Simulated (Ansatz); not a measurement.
# RbNbS3 (model cell, started as cubic perovskite with Nb in the octahedra): following an unstable mode, part 3 of 3

Aim: this structure of RbNbS3 (model cell, started as cubic perovskite with Nb in the octahedra) is to be tested for unstable modes, and one is followed downhill.

Ansatz 0.2.0; DFT PBE, scalar-relativistic, plane waves, PAW; PAW set soft_1.

So far. Step 5 (Energy along the mode, all amplitudes (two of the runs …): The lowest of the steps tried is at 0.08 Å, 2.85 meV/atom below the parent; the bottom of the well need not coincide with a step. Step 7 (The new phase in its own primitive cell): The largest force component left is 0.99 meV/Å and the pressure is 0.005 GPa, within the tolerances set. The cell now holds 23.65 Å³/atom. The relaxed cell has a = 6.934, c = 9.836 Å (conventional setting).

The structure was built from a prototype and need not be the compound's stable phase.

## Step 8: Modes of the new phase, k-mesh 6×6×6

A relaxed structure may still be a saddle point, so its zone-centre modes are computed. No field response is asked, and the gap on the mesh is small against the smearing.

input.yaml reads:

```yaml
crystal:
  lattice:
    - [-3.4671517956, 3.4671517956, 4.9180390968]
    - [3.4671517956, -3.4671517956, 4.9180390968]
    - [3.4671517956, 3.4671517956, -4.9180390968]
  atoms:
    - { symbol: Rb, position: [0.25, 0.75, 0.5] }
    - { symbol: Rb, position: [0.75, 0.25, 0.5] }
    - { symbol: Nb, position: [0.0, 0.0, 0.0] }
    - { symbol: Nb, position: [0.5, 0.5, 0.0] }
    - { symbol: S, position: [0.2542179262, 0.7457820738, 0.0] }
    - { symbol: S, position: [0.7457820738, 0.2542179262, 0.0] }
    - { symbol: S, position: [0.2414924327, 0.2414924327, 0.0] }
    - { symbol: S, position: [0.7585075673, 0.7585075673, 0.0] }
    - { symbol: S, position: [0.2542179262, 0.2542179262, 0.5084358525] }
    - { symbol: S, position: [0.7457820738, 0.7457820738, 0.4915641475] }
kpoints:
  mp_grid: { grid: [6, 6, 6] }
hamiltonian:
  xc: pbe
  pseudopotentials: { kind: paw, azcp: { folder: soft_1 } }
scf:
  occupations: { method: methfessel_paxton, width: 0.2 }
output:
  eigenvalues: true
phonons:
  method: dfpt
```

Command:

```console
$ ansatz run input.yaml --threads 4 --pin off --max-ram 16384MiB --backend cpu --events-out ev --progress --plain --runs-dir out
```

Numbers of over 12 decimals in the logs are rounded to 6 here.

Output:

```text
[...]
Crystal: 10 atoms, lattice volume = 236.482 Å³
Basis set: ecut = 420 eV, 4645 PW (Γ), exchange–correlation on 96×96×96 points (8 copies of the dense FFT grid, shifted against one another)
Bands: 50, of which v1, the nominal top of the filled ones, is band 40 counted from 1 (39 counted from 0)
Symmetry: 16 space group operations
k-points: 112 of 216 (irreducible under 1 space group operation, time reversal used)
[...]
SCF iter   1: F=—  HF=-21065.059004 eV  |F-HF|=—  |Δ(HF+E_count)|=         —  Δρ=5.68e-2  dr2=1.67e1  ethr=3.10e-3  ⟨swp⟩=8.9  Hψ=25740  notcnv=0
[...]
SCF iter  15: F=-21061.362641 eV  HF=-21061.362641 eV  |F-HF|=3.64e-12  |Δ(HF+E_count)|=  1.09e-11  S|Δr|=    0.00e0  Δρ=1.89e-8  dr2=1.82e-12  ethr=1.00e-12  ⟨swp⟩=16.1  Hψ=32777  notcnv=0
SCF 1 converged in 15 iterations: F = -21061.362641 eV  dr2 = 1.82e-12
[...]
DFPT response loops at Γ: preconditioner auto → Kerker (q_TF=auto, 2.277 Å⁻¹) (partly filled bands, converged f_vac=0.006); β = 1.00, the filter's whole step (`scf.mixing.beta` (0.50) is not read by the response loops under this deck's `scf.mixing.preconditioner`; to damp them name `kerker` or `kerker_dos`, under which they read `scf.mixing.beta`, and type it under 1.00, their step now; both keys bind the ground state too); Broyden in place of MSR1
SCF converged after 15 iterations
[...]
Free energy (F): -21061.362641 eV
[...]
Internal energy: -21061.373243 eV  (E = F + TS)
E sigma→0 (E₀):  -21061.365291 eV
Entropy (-TS):   0.010602 eV (1.060 meV/atom)
Fermi energy:    6.889353 eV
[...]
--- Band table (eV; the first three rows and the last of 112) ---
  k-point 0: bands = [... 36 lower, 6.3280, 6.4727, 6.4748, 6.4748, 7.0376, 7.1431, 7.1431, 8.2456, ... 6 higher]
  k-point 1: bands = [... 36 lower, 6.2158, 6.2190, 6.6357, 6.6919, 7.1334, 7.3362, 7.4067, 8.2649, ... 6 higher]
  k-point 2: bands = [... 36 lower, 5.8532, 6.1590, 6.1608, 6.2418, 7.1148, 8.2827, 8.3494, 8.3700, ... 6 higher]
  k-point 111: bands = [... 36 lower, 5.2839, 6.1396, 6.1396, 6.3834, 6.9895, 8.3157, 8.7663, 8.7663, ... 6 higher]
--- Phonons (Γ-DFPT): 10 representative perturbations + reference, on 112 of 216 k-points (Σ response iterations 31) ---
  k mesh reduced under 1 symmetry operation, with k and −k counted as one. Each operation leaves every solved perturbation unchanged. A smaller set is not used because it would not reduce the number of displacements times k-points to solve
  ASR residual: 1.061e-4 → 0.000e0 eV/Å²; symmetrization residual: 9.070e-6 eV/Å²
  ASR residual per site (eV/Å²): 1.19e-5 1.19e-5 1.06e-4 1.00e-4 3.51e-5 3.51e-5 2.68e-5 2.68e-5 3.51e-5 3.51e-5
  Γ frequencies (cm⁻¹): -121.43 0.00 0.00 0.00 29.49 29.49 49.78 68.71 73.83 74.21 74.21 76.22 76.22 96.07 97.83 97.83 147.39 147.39 147.80 200.33 201.31 201.31 217.47 217.47 219.06 272.42 295.35 295.35 315.99 441.59
  non-analytic LO–TO correction: not included (Born effective charges unavailable; polar crystals: no LO–TO splitting at Γ)
```

Elapsed: 8.3 min, on 4 threads of Arm Neoverse V2, shared host; peak memory 4 GiB; 33 min of CPU time.

Numbers from this step:

```yaml
sum_rule_residual_before_enforcement: 1.06e-4 eV/Å²
point_group: 4/mmm
highest_optical_mode_at_the_zone_centre_no_lo_to_term: 441.6 cm⁻¹
lowest_optical_zone_centre_mode: -121.4 cm⁻¹
```

Patterns of degenerate modes are one choice out of their space. Modes at Γ, with each element's share of the kinetic energy (negative means imaginary):

```
mode  frequency (cm⁻¹)  symmetry  Rb %  Nb %  S %
   1            -121.4       B2g     0     0  100
   2               0.0  acoustic    31    34   35
   3               0.0  acoustic    31    34   35
   4               0.0  acoustic    31    34   35
   5              29.5        Eu    12    67   21
   6              29.5        Eu    12    67   21
   7              49.8       A2u    14    72   14
   8              68.7       A2g     0     0  100
   9              73.8       B1g    98     0    2
  10              74.2        Eg    92     0    8
  11              74.2        Eg    92     0    8
  12              76.2        Eg     7     0   93
  13              76.2        Eg     7     0   93
  14              96.1       A2u    54     8   38
  15              97.8        Eu    56     2   41
  16              97.8        Eu    56     2   41
  17             147.4        Eu     0     0  100
  18             147.4        Eu     0     0  100
  19             147.8       B1u     0     0  100
  20             200.3       A2u     0    66   34
  21             201.3        Eu     0    89   10
  22             201.3        Eu     0    89   10
  23             217.5        Eg     2     0   98
  24             217.5        Eg     2     0   98
  25             219.1       B1g     2     0   98
  26             272.4       A1g     0     0  100
  27             295.4        Eu     0     7   93
  28             295.4        Eu     0     7   93
  29             316.0       A2u     0    21   79
  30             441.6       A1g     0     0  100
```

Displacements in mode 1 (-121.4 cm⁻¹), the largest set to 1:
```
Rb1  0.00  0.00  0.00
Rb2  0.00  0.00  0.00
Nb3  0.00  0.00  0.00
Nb4  0.00  0.00  0.00
S5  -1.00  1.00  0.00
S6   1.00 -1.00  0.00
S7   0.00  0.00  0.00
S8   0.00  0.00  0.00
S9  -1.00 -1.00  0.00
S10  1.00  1.00  0.00
```

Displacements in mode 5 (29.5 cm⁻¹), the largest set to 1:
```
Rb1  0.06 -0.37  0.00
Rb2  0.06 -0.37  0.00
Nb3 -0.17  1.00  0.00
Nb4 -0.10  0.59  0.00
S5  -0.02 -0.43  0.00
S6  -0.02 -0.43  0.00
S7   0.07 -0.43  0.00
S8   0.07 -0.43  0.00
S9   0.17 -0.47  0.00
S10  0.17 -0.47  0.00
```

Before it was imposed, the acoustic sum rule was missed by 1.1e-4 eV/Å². Small misses are needed for a sound result but don't prove that mesh and cutoff are converged. The lowest optical mode is imaginary, 121.4i cm⁻¹, so the energy falls along it.

## Step 9: Summary of results

```yaml
unstable_mode_of_the_parent: q = (-0.5, -0.5, -0.5), 238i cm⁻¹
depth_at_the_lowest_point_sampled: 2.85 meV/atom
largest_atomic_shift_at_that_point: 0.08 Å
space_group_reached_within_0p01_a: I4/mmm
energy_gained_over_the_parent_first_relaxation_on_the_mesh_of_the_frozen_mode: 2.98 meV/atom
volume_per_atom_phase_reached: 23.6 Å³
gap_on_the_k_mesh_phase_reached: 0.0450 eV
lowest_optical_zone_centre_mode_phase_reached: -121 cm⁻¹
highest_optical_mode_at_the_zone_centre_no_lo_to_term_phase_reached: 442 cm⁻¹
```

**Reading.** Along this mode the structure falls into I4/mmm, 2.98 meV/atom below the parent. At the parent's cell the well is 2.851 meV/atom deep on the steps tried, with its lowest point at a shift of 0.08 Å. Relaxing atoms and cell changes the gain by +0.13 meV/atom against the lowest step (energies at zero smearing). The new phase still has an imaginary mode at the zone centre of its cell, so it is a saddle point on the way to a lower structure. Of the 4 patterns followed to their end from this parent, this one ends 0.295 meV/atom above the lowest, I4/mcm. Another end point lies within 1 meV/atom; how such a difference moves with mesh and cutoff was not tested. Each path keeps the symmetry of its pattern, so a lower phase may lie along a pattern not tried. With no gap, or one that is small against the smearing, the frequencies hang on the k mesh and the smearing, most of all near Kohn anomalies. A semilocal functional can close a gap that the real compound would have, so the metallic treatment may be an artefact of the level. A phonon run warned that its eigensolver left some bands unconverged in a pass. The starting cell was built on a prototype and not taken from a measurement, so the phase need not exist.

[Logs are printed without paths, hosts, clocks, repeated set-up lines and the standing remarks that a program may print on its own settings, such as how far it seeks lower states.]

[Hosts, paths, dates, database ids (printed as entryN), source tags and the programs' standing remarks are cut or masked in the printed files.]
